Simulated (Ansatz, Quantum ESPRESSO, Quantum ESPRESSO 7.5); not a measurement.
# Complex bands of BP, zinc blende type, lattice constant set to 4.615 Å

Wanted: the complex band structure of BP, zinc blende type, lattice constant set to 4.615 Å, as for a tunnel barrier.

Method: plane-wave DFT, LDA, GBRV ultrasoft pseudopotentials (cross-check by Ansatz 0.2.0 with PAW datasets), in Quantum ESPRESSO 7.5.

Report form: the programs' logs are mostly left out.

### 1. Set-up

It takes space group F-43m (No. 216, cubic). Conventional cell: a = 4.615 Å, b = 4.615 Å, c = 4.615 Å, α = 90.00°, β = 90.00°, γ = 90.00°. Nearest to B lie 4 P at 2.00 Å. Nearest to P lie 4 B at 2.00 Å. Farther neighbours are not listed.

### 2. Ground state

pwcond needs a cell whose third axis lies along the current and stands perpendicular to the other two.

scf.in reads:

```
&control
  prefix = 'scf'
  outdir = './out'
  pseudo_dir = './pseudo'
  calculation = 'scf'
  tprnfor = .true.
/
&system
  ibrav = 0
  nat = 4
  ntyp = 2
  ecutwfc = 40
  ecutrho = 200
  occupations = 'fixed'
  nbnd = 12
/
&electrons
  conv_thr = 1e-09
  mixing_beta = 0.6
  electron_maxstep = 120
/
ATOMIC_SPECIES
  B   10.8100  b_lda_v1.4.uspp.F.UPF
  P   30.9738  p_lda_v1.5.uspp.F.UPF
CELL_PARAMETERS angstrom
  3.26329779517592 0.00000000000000 0.00000000000000
  0.00000000000000 3.26329779517592 0.00000000000000
  0.00000000000000 0.00000000000000 4.61500000000000
ATOMIC_POSITIONS crystal
  B   0.000000000000 0.000000000000 0.000000000000
  P   0.500000000000 0.000000000000 0.250000000000
  B   0.500000000000 0.500000000000 0.500000000000
  P   0.000000000000 0.500000000000 0.750000000000
K_POINTS automatic
  8 8 6 0 0 0
```

Command:

```bash
$ OMP_NUM_THREADS=1 mpirun -n 2 pw.x -nk 2 -in scf.in > scf.out
```

Run time: 7.6 s. Hardware: 2 MPI ranks of AMD EPYC 7B13 (Zen 3), shared host; peak memory 0.18 GiB.

Read from the output:

```
free energy                          : -598.7812 eV
valence top, on the run's zero       : 8.344 eV
conduction bottom, on the run's zero : 9.587 eV
gap by band count                    : 1.243 eV
```

The program's own clock; routines nest. Time by routine:

| routine | wall time (s) | calls |
| --- | --- | --- |
| PWSCF | 6.75 | 1 |
| electrons | 5.53 | 1 |
| c_bands | 4.45 | 10 |
| cegterg | 3.65 | 300 |
| h_psi | 2.83 | 1456 |
| vloc_psi | 2.28 | 1456 |
| fftw | 2.22 | 25616 |
| init_run | 0.99 | 1 |
| sum_band | 0.83 | 10 |
| hinit0 | 0.39 | 1 |
| calbec | 0.37 | 1876 |
| h_psi:calbec | 0.28 | 1456 |
| wfcinit | 0.27 | 1 |
| potinit | 0.26 | 1 |

The run needed 10 iterations to bring the estimated error under 1e-09 Ry.

### 3. Complex band structure

ikind = 0 solves one period of the crystal for all kz, real and complex, at each energy and k across. ewind and epsproj trim the two-dimensional plane-wave basis; nz1 sets the subslabs.

cbs.in reads:

```
&inputcond
  outdir = './out'
  prefixl = 'scf'
  band_file = 'cbs'
  ikind = 0
  ewind = 4.0
  epsproj = 1e-05
  nz1 = 7
  energy0 = 4.93
  denergy = -0.17
/
4
  0.00000000 0.00000000 1.00000000
  0.50000000 0.00000000 1.00000000
  0.50000000 0.50000000 1.00000000
  0.25000000 0.00000000 1.00000000
42
```

Command:

```bash
$ OMP_NUM_THREADS=1 mpirun -n 2 pwcond.x -in cbs.in > cbs.out
```

The job ended after 69 s (2 MPI ranks; peak memory 0.14 GiB).

This step gave:

```
peak of the smallest κ at the zone centre : 0.212 Å⁻¹
energy of the peak at the zone centre     : 1.02 eV
peak of the smallest κ at (1/2, 0)        : 0.291 Å⁻¹
peak of the smallest κ at (1/4, 0)        : 0.291 Å⁻¹
```

K across = (0, 0) in the cell's reciprocal vectors; values within 0.0025 1/Å of each other count once, columns are sorted by size at each energy, a dash where no further value was kept. Table of Im kz of the slowest decaying states by energy, zero at the highest filled level of the SCF mesh:

```csv
energy (eV),decay 1 (Å⁻¹),decay 2 (Å⁻¹),decay 3 (Å⁻¹)
-2.04,0.972,1.94,1.97
-1.70,0.92,1.91,1.95
-1.36,0.866,1.89,1.93
-1.02,0.809,1.86,1.90
-0.68,0.746,1.84,1.88
-0.34,0.678,1.81,1.85
0.00,0.006,0.013,0.603
0.34,0.143,0.165,0.515
0.68,0.188,0.228,0.409
1.02,0.212,0.259,0.272
1.36,0.223,0.305,1.69
1.53,0.043,0.224,0.319
1.87,0.221,0.343,1.65
2.21,0.207,0.363,1.62
2.55,0.183,0.379,1.59
2.89,0.143,0.392,1.57
3.23,0.062,0.405,1.54
3.57,0.184,0.418,1.51
3.91,0.251,0.433,1.48
4.25,0.282,0.449,1.45
4.59,0.292,0.465,1.43
4.93,0.289,0.478,1.40
```

K across = (0, 0) in the cell's reciprocal vectors. Table of Re kz of states that move upwards by energy, zero at the highest filled level of the SCF mesh:

```csv
energy (eV),channel 1 (Å⁻¹),channel 2 (Å⁻¹),channel 3 (Å⁻¹)
-2.04,-0.542,-0.542,-0.470
-1.87,-0.503,-0.503,-0.445
-1.53,-0.429,-0.429,-0.395
-1.36,-0.392,-0.392,-0.369
-1.02,-0.320,-0.320,-0.313
-0.85,-0.284,-0.284,-0.282
-0.68,-0.250,-0.246,-0.246
-0.34,-0.172,-0.163,-0.163
-0.17,-0.120,-0.112,-0.112
0.00,-,-,-
0.17,-,-,-
0.34,-,-,-
0.68,-,-,-
0.85,-,-,-
1.02,-,-,-
1.36,-0.0503,0.447,-
1.53,0.561,-,-
1.87,-0.640,0.147,-
2.04,-0.574,0.199,-
2.21,-0.511,0.245,-
2.55,-0.391,0.323,-
2.72,-0.331,0.358,-
3.06,-0.197,0.421,-
3.23,-0.102,0.451,-
3.57,0.127,0.127,0.506
3.74,0.165,0.165,0.532
3.91,0.199,0.199,0.557
4.25,0.257,0.257,0.605
4.42,0.284,0.284,0.628
4.76,0.335,0.335,0.673
4.93,-0.667,0.359,0.359
```

K across = (1/2, 0) in the cell's reciprocal vectors; values within 0.0025 1/Å of each other count once, columns are sorted by size at each energy, a dash where no further value was kept. The Im kz of the slowest decaying states by energy, zero at the highest filled level of the SCF mesh:

| energy (eV) | decay 1 (Å⁻¹) | decay 2 (Å⁻¹) | decay 3 (Å⁻¹) |
| --- | --- | --- | --- |
| -2.04 | 0.425 | 1.35 | 2.27 |
| -1.87 | 0.146 | 0.149 | 1.33 |
| -1.53 | 0.098 | 0.355 | 1.29 |
| -1.36 | 0.139 | 0.46 | 1.27 |
| -1.02 | 0.191 | 0.561 | 1.23 |
| -0.85 | 0.21 | 0.59 | 1.21 |
| -0.68 | 0.226 | 0.611 | 1.19 |
| -0.34 | 0.251 | 0.637 | 1.15 |
| -0.17 | 0.261 | 0.644 | 1.12 |
| 0.00 | 0.269 | 0.649 | 1.1 |
| 0.17 | 0.276 | 0.651 | 1.08 |
| 0.34 | 0.282 | 0.652 | 1.05 |
| 0.68 | 0.289 | 0.648 | 1.00 |
| 0.85 | 0.291 | 0.643 | 0.978 |
| 1.02 | 0.291 | 0.637 | 0.952 |
| 1.36 | 0.289 | 0.622 | 0.897 |
| 1.53 | 0.286 | 0.613 | 0.868 |
| 1.87 | 0.277 | 0.591 | 0.807 |
| 2.04 | 0.269 | 0.579 | 0.775 |
| 2.21 | 0.26 | 0.565 | 0.741 |
| 2.55 | 0.236 | 0.533 | 0.666 |
| 2.72 | 0.22 | 0.516 | 0.624 |
| 3.06 | 0.175 | 0.476 | 0.526 |
| 3.23 | 0.139 | 0.453 | 0.466 |
| 3.57 | 0.288 | 0.401 | 1.86 |
| 3.74 | 0.371 | 1.85 | 2.64 |
| 3.91 | 0.097 | 0.336 | 1.84 |
| 4.25 | 0.183 | 0.248 | 1.81 |
| 4.42 | 0.178 | 0.186 | 1.79 |
| 4.76 | 0.266 | 1.76 | 2.59 |
| 4.93 | 0.319 | 1.75 | 2.58 |

K across = (1/2, 1/2) in the cell's reciprocal vectors; values within 0.0025 1/Å of each other count once, columns are sorted by size at each energy, a dash where no further value was kept. Table of Im kz of the slowest decaying states by energy, zero at the highest filled level of the SCF mesh:

| energy (eV) | decay 1 (Å⁻¹) | decay 2 (Å⁻¹) | decay 3 (Å⁻¹) |
| --- | --- | --- | --- |
| -2.04 | 0.32 | 2.21 | 2.39 |
| -1.87 | 0.322 | 2.20 | 2.38 |
| -1.53 | 0.324 | 2.18 | 2.36 |
| -1.36 | 0.323 | 2.17 | 2.35 |
| -1.02 | 0.318 | 2.15 | 2.33 |
| -0.85 | 0.313 | 2.14 | 2.32 |
| -0.68 | 0.307 | 2.13 | 2.31 |
| -0.34 | 0.291 | 0.294 | 2.10 |
| -0.17 | 0.281 | 0.285 | 2.09 |
| 0.00 | 0.27 | 0.275 | 2.08 |
| 0.17 | 0.257 | 0.264 | 2.07 |
| 0.34 | 0.242 | 0.251 | 2.06 |
| 0.68 | 0.204 | 0.219 | 2.04 |
| 0.85 | 0.181 | 0.2 | 2.02 |
| 1.02 | 0.151 | 0.177 | 2.01 |
| 1.36 | 0.043 | 0.114 | 1.99 |
| 1.53 | 0.055 | 1.98 | 2.19 |
| 1.87 | 1.95 | 2.17 | 2.25 |
| 2.04 | 1.94 | 2.16 | 2.24 |
| 2.21 | 1.93 | 2.15 | 2.23 |
| 2.55 | 1.90 | 2.12 | 2.21 |
| 2.72 | 1.89 | 2.11 | 2.19 |
| 3.06 | 1.86 | 2.09 | 2.17 |
| 3.23 | 1.85 | 2.08 | 2.16 |
| 3.57 | 1.82 | 2.06 | 2.13 |
| 3.74 | 1.81 | 2.05 | 2.12 |
| 3.91 | 1.80 | 2.04 | 2.11 |
| 4.25 | 1.77 | 2.02 | 2.08 |
| 4.42 | 1.75 | 2.00 | 2.07 |
| 4.76 | 1.73 | 1.98 | 2.05 |
| 4.93 | 1.71 | 1.97 | 2.03 |

K across = (1/4, 0) in the cell's reciprocal vectors; values within 0.0025 1/Å of each other count once, columns are sorted by size at each energy, a dash where no further value was kept. Im kz of the slowest decaying states against energy, zero at the highest filled level of the SCF mesh:

```
energy (eV)  decay 1 (Å⁻¹)  decay 2 (Å⁻¹)  decay 3 (Å⁻¹)
      -2.04           1.08           1.43           1.58
      -1.87           1.06           1.42           1.57
      -1.70           1.04           1.40           1.55
      -1.53           1.01           1.38           1.53
      -1.36          0.991           1.36           1.51
      -1.02          0.051          0.942           1.33
      -0.85          0.117          0.916           1.31
      -0.68          0.154           0.89           1.29
      -0.51          0.182          0.863           1.27
      -0.34          0.114          0.204          0.835
      -0.17           0.19          0.222          0.806
       0.00          0.238          0.776           1.22
       0.17           0.25          0.275          0.745
       0.34          0.261          0.304          0.713
       0.68          0.277          0.347          0.643
       0.85          0.282          0.363          0.605
       1.02          0.286          0.376          0.565
       1.19          0.289          0.387          0.521
       1.36           0.29          0.395          0.472
       1.53          0.291          0.401          0.417
       1.70          0.289          0.353          0.405
       1.87          0.273          0.286          0.406
       2.04          0.154          0.282          0.406
       2.21          0.277          0.403          0.947
       2.55           0.26          0.391          0.903
       2.72          0.248           0.38          0.881
       2.89          0.234          0.366           0.86
       3.06          0.217          0.349          0.839
       3.23          0.195          0.326          0.818
       3.40          0.165          0.298          0.798
       3.57          0.121          0.261          0.778
       3.74          0.212           0.76          0.784
       3.91          0.091          0.138          0.742
       4.25          0.007          0.103          0.674
       4.42          0.069          0.113          0.634
       4.59          0.148          0.591          0.679
       4.76          0.163          0.546          0.665
       4.93          0.151          0.497          0.652
```

The program's own clock; routines nest. Time by routine:

```
     routine  wall time (s)  calls
      PWCOND          68.04      1
scatter_forw          43.21    168
      compbs          23.54    168
    compbs_2          22.38    168
        init           0.64      1
       local           0.61      4
       poten           0.18      1
```

### 4. Complex band structure, with nz1 = 1

A sensitivity test on the input.

cbs.w.in is the input of step 3 with these lines changed:

```diff
@@ -3,3 +3,3 @@
   prefixl = 'scf'
-  band_file = 'cbs'
+  band_file = 'cbs.w'
   ikind = 0
@@ -7,3 +7,3 @@
   epsproj = 1e-05
-  nz1 = 7
+  nz1 = 1
   energy0 = 4.93
```

Command:

```bash
$ OMP_NUM_THREADS=1 mpirun -n 2 pwcond.x -in cbs.w.in > cbs.w.out
```

The job ended after 58 s (2 MPI ranks; peak memory 0.13 GiB; 1.9 min of CPU time).

The changed values were drawn from a wide range, not chosen for quality; the comparison shows what they did here together.

Beside the run it was changed from:

| quantity | this run | unchanged run | difference |
| --- | --- | --- | --- |
| peak of the smallest κ at the zone centre (Å⁻¹) | 0.212 | 0.212 | 0 |
| peak of the smallest κ at (1/2, 0) (Å⁻¹) | 0.291 | 0.291 | 0 |
| wall time (s) | 58 | 69 |  |

The physical values in this table stay within 0.05 %.

### 5. The same in Ansatz

A second code with its own PAW datasets, on the same atoms.

Level of this step: plane-wave DFT, LDA, Ansatz PAW (Ansatz 0.2.0).

input.yaml reads:

```yaml
crystal:
  lattice:
    - [3.2632977952, 0.0, 0.0]
    - [0.0, 3.2632977952, 0.0]
    - [0.0, 0.0, 4.615]
  atoms:
    - { symbol: B, position: [0.0, 0.0, 0.0] }
    - { symbol: P, position: [0.5, 0.0, 0.25] }
    - { symbol: B, position: [0.5, 0.5, 0.5] }
    - { symbol: P, position: [0.0, 0.5, 0.75] }
kpoints:
  mp_grid: { grid: [8, 8, 6] }
hamiltonian:
  xc: lda
scf:
  occupations: { method: fixed }
  convergence: { dr2_threshold: 1.0e-09 }
output:
  transmission:
    leads: [[0, 0]]
    kpoints: [[0, 0], [0.5, 0], [0.5, 0.5], [0.25, 0]]
    e_range: [-2.04, 4.93]
    de: 0.17
```

Command:

```bash
$ ansatz run input.yaml --threads 2 --pin off --max-ram 4096MiB --backend cpu --events-out ev --progress --plain --runs-dir out
```

Elapsed: 8 s, on 2 threads; peak memory 0.4 GiB; 14 s of CPU time.

Numbers from this step:

```
free energy                                      : -1753.1153 eV
gap by band count                                : 1.245 eV
symmetry operations                              : 16
slowest decay at the grid energy nearest mid-gap : 0.1877 Å⁻¹
peak of the smallest κ at the zone centre        : 0.2118 Å⁻¹
peak of the smallest κ at (1/2, 0)               : 0.2914 Å⁻¹
peak of the smallest κ at (1/4, 0)               : 0.2904 Å⁻¹
valence top, on the run's zero                   : 8.383 eV
```

K across = (0, 0) in the cell's reciprocal vectors; values within 0.0025 1/Å of each other count once, columns are sorted by size at each energy, a dash where no further value was kept. The Im kz of the slowest decaying states by energy, zero at the highest filled level of the SCF mesh:

```csv
energy (eV),decay 1 (Å⁻¹),decay 2 (Å⁻¹),decay 3 (Å⁻¹)
-2.04,0.972,-,-
-1.87,0.947,-,-
-1.53,0.894,-,-
-1.36,0.867,-,-
-1.02,0.809,-,-
-0.85,0.779,-,-
-0.68,0.747,-,-
-0.34,0.679,-,-
-0.17,0.642,-,-
0.00,0.00281,0.603,-
0.17,0.105,0.118,0.561
0.34,0.143,0.165,0.516
0.68,0.188,0.227,0.410
0.85,0.202,0.251,0.343
1.02,0.212,0.260,0.271
1.36,0.223,0.305,-
1.53,0.0454,0.225,0.319
1.87,0.221,0.343,-
2.04,0.216,0.353,-
2.21,0.208,0.362,-
2.55,0.184,0.378,-
2.72,0.166,0.386,-
3.06,0.113,0.399,-
3.23,0.0636,0.405,-
3.57,0.183,0.418,-
3.74,0.223,0.425,1.50
3.91,0.251,0.433,1.48
4.25,0.281,0.449,1.45
4.42,0.288,0.457,1.44
4.76,0.291,0.471,1.41
4.93,0.288,0.478,1.40
```

K across = (0, 0) in the cell's reciprocal vectors. The Re kz of states that move upwards by energy, zero at the highest filled level of the SCF mesh:

```
energy (eV)  channel 1 (Å⁻¹)  channel 2 (Å⁻¹)  channel 3 (Å⁻¹)
      -2.04           -0.543           -0.543           -0.470
      -1.87           -0.504           -0.504           -0.446
      -1.70           -0.466           -0.466           -0.421
      -1.53           -0.429           -0.429           -0.395
      -1.36           -0.393           -0.393           -0.369
      -1.02           -0.321           -0.321           -0.313
      -0.85           -0.284           -0.284           -0.283
      -0.68           -0.250           -0.246           -0.246
      -0.51           -0.214           -0.207           -0.207
      -0.34           -0.173           -0.164           -0.164
      -0.17           -0.121           -0.112           -0.112
       0.00                -                -                -
       0.17                -                -                -
       0.34                -                -                -
       0.68                -                -                -
       0.85                -                -                -
       1.02                -                -                -
       1.19                -                -                -
       1.36          -0.0514            0.446                -
       1.53            0.560                -                -
       1.70           0.0820            0.647                -
       1.87           -0.641            0.146                -
       2.04           -0.574            0.198                -
       2.21           -0.512            0.244                -
       2.55           -0.392            0.322                -
       2.72           -0.332            0.357                -
       2.89           -0.269            0.390                -
       3.06           -0.198            0.421                -
       3.23           -0.105            0.450                -
       3.40           0.0745           0.0745            0.478
       3.57            0.126            0.126            0.505
       3.74            0.165            0.165            0.531
       3.91            0.198            0.198            0.556
       4.25            0.257            0.257            0.605
       4.42            0.284            0.284            0.628
       4.59            0.309            0.309            0.650
       4.76            0.334            0.334            0.672
       4.93           -0.667            0.359            0.359
```

K across = (1/2, 0) in the cell's reciprocal vectors; values within 0.0025 1/Å of each other count once, columns are sorted by size at each energy, a dash where no further value was kept. The Im kz of the slowest decaying states by energy, zero at the highest filled level of the SCF mesh:

| energy (eV) | decay 1 (Å⁻¹) | decay 2 (Å⁻¹) | decay 3 (Å⁻¹) |
| --- | --- | --- | --- |
| -2.04 | 0.428 | 1.35 | - |
| -1.70 | 1.31 | - | - |
| -1.36 | 0.139 | 0.460 | 1.27 |
| -1.02 | 0.191 | 0.562 | 1.23 |
| -0.68 | 0.226 | 0.611 | 1.19 |
| -0.34 | 0.251 | 0.637 | 1.15 |
| 0.00 | 0.269 | 0.649 | 1.10 |
| 0.34 | 0.282 | 0.652 | 1.05 |
| 0.68 | 0.289 | 0.648 | 1.00 |
| 1.02 | 0.291 | 0.638 | 0.952 |
| 1.36 | 0.289 | 0.623 | 0.897 |
| 1.53 | 0.286 | 0.614 | 0.869 |
| 1.87 | 0.276 | 0.592 | 0.808 |
| 2.21 | 0.260 | 0.565 | 0.741 |
| 2.55 | 0.236 | 0.534 | 0.666 |
| 2.89 | 0.200 | 0.497 | 0.578 |
| 3.23 | 0.138 | 0.454 | 0.467 |
| 3.57 | 0.289 | 0.402 | - |
| 3.91 | 0.0991 | 0.337 | - |
| 4.25 | 0.183 | 0.250 | - |
| 4.59 | 0.0838 | 0.139 | - |
| 4.93 | 0.319 | - | - |

K across = (1/2, 1/2) in the cell's reciprocal vectors; values within 0.0025 1/Å of each other count once, columns are sorted by size at each energy, a dash where no further value was kept. Table of Im kz of the slowest decaying states by energy, zero at the highest filled level of the SCF mesh:

| energy (eV) | decay 1 (Å⁻¹) | decay 2 (Å⁻¹) |
| --- | --- | --- |
| -2.04 | 0.320 | - |
| -1.87 | 0.323 | - |
| -1.70 | 0.324 | - |
| -1.53 | 0.324 | - |
| -1.36 | 0.323 | - |
| -1.02 | 0.318 | - |
| -0.85 | 0.313 | - |
| -0.68 | 0.307 | - |
| -0.51 | 0.300 | - |
| -0.34 | 0.291 | 0.294 |
| -0.17 | 0.282 | 0.286 |
| 0.00 | 0.270 | 0.276 |
| 0.17 | 0.257 | 0.264 |
| 0.34 | 0.242 | 0.251 |
| 0.68 | 0.204 | 0.220 |
| 0.85 | 0.181 | 0.201 |
| 1.02 | 0.151 | 0.178 |
| 1.19 | 0.113 | 0.151 |
| 1.36 | 0.0437 | 0.115 |
| 1.53 | 0.0586 | - |
| 1.70 | - | - |
| 1.87 | - | - |
| 2.04 | - | - |
| 2.21 | - | - |
| 2.55 | - | - |
| 2.72 | - | - |
| 2.89 | - | - |
| 3.06 | - | - |
| 3.23 | - | - |
| 3.40 | - | - |
| 3.57 | - | - |
| 3.74 | - | - |
| 3.91 | - | - |
| 4.25 | - | - |
| 4.42 | - | - |
| 4.59 | - | - |
| 4.76 | - | - |
| 4.93 | - | - |

K across = (1/4, 0) in the cell's reciprocal vectors; values within 0.0025 1/Å of each other count once, columns are sorted by size at each energy, a dash where no further value was kept. Im kz of the slowest decaying states against energy, zero at the highest filled level of the SCF mesh:

```csv
energy (eV),decay 1 (Å⁻¹),decay 2 (Å⁻¹),decay 3 (Å⁻¹)
-2.04,1.08,1.43,-
-1.70,1.04,1.40,-
-1.36,0.992,1.36,-
-1.02,0.0492,0.942,1.33
-0.68,0.154,0.890,1.29
-0.34,0.113,0.204,0.836
0.00,0.237,0.777,1.22
0.34,0.261,0.304,0.714
0.68,0.277,0.347,0.644
1.02,0.286,0.376,0.565
1.36,0.290,0.395,0.473
1.53,0.290,0.401,0.418
1.87,0.274,0.286,0.407
2.21,0.277,0.404,0.948
2.55,0.260,0.391,0.904
2.89,0.234,0.367,0.860
3.23,0.195,0.326,0.818
3.57,0.121,0.261,0.779
3.91,0.0920,0.138,0.742
4.25,0.0124,0.103,0.674
4.59,0.148,0.591,0.680
4.93,0.151,0.497,0.653
```

### 6. The arithmetic

T falls as exp(−2κd). With κ = 0.181 1/Å, 10 Å of barrier pass exp(−2 × 0.181 × 10) = 0.027 of that channel, interfaces aside.

### 7. Results

```json
{
 "gap on the SCF mesh": "1.24 eV",
 "smallest κ at mid-gap among the four k points, at the zone centre": "0.181 Å⁻¹",
 "peak of the smallest κ in the stop band at the zone centre": "0.212 Å⁻¹",
 "peak of the smallest κ in the stop band at (1/2, 0)": "0.291 Å⁻¹",
 "peak of the smallest κ in the stop band at (1/4, 0)": "0.291 Å⁻¹",
 "energy of the peak at the zone centre, over the highest filled level": "1.02 eV",
 "peak at the zone centre by Ansatz": "0.212 Å⁻¹"
}
```

What this shows: With a gap of 1.24 eV on the mesh, the smallest κ at mid-gap among the four k points, at the zone centre is 0.181 Å⁻¹ (LDA, GBRV ultrasoft). For a barrier with the Fermi level at mid-gap the slowest state found, at the zone centre, loses a factor of ten in probability every 6.3 Å or so. Stop bands away from the zone centre are mostly wider than the gap, so their peaks can lie above the conduction bottom. At the zone centre pwcond's peak is 0.212 and Ansatz's 0.212 1/Å, 0 % apart. The cell is the a/√2 one, turned by 45°, with two primitive cells, so X along [001] folds onto kz = 0. A semilocal gap is too small, often by a third to a half and by more in narrow-gap crystals, so real barriers decay faster.

[Logs are printed without paths, hosts, clocks, repeated set-up lines and the standing remarks that a program may print on its own settings, such as how far it seeks lower states.]

[Hosts, paths, dates, database ids (printed as entryN), source tags and the programs' standing remarks are cut or masked in the printed files.]

[Maps of the electrostatic potential energy from Ansatz leave out the sawtooth potential of an applied field or a dipole correction, so their vacuum need not be flat; planar profiles and work functions include it.]
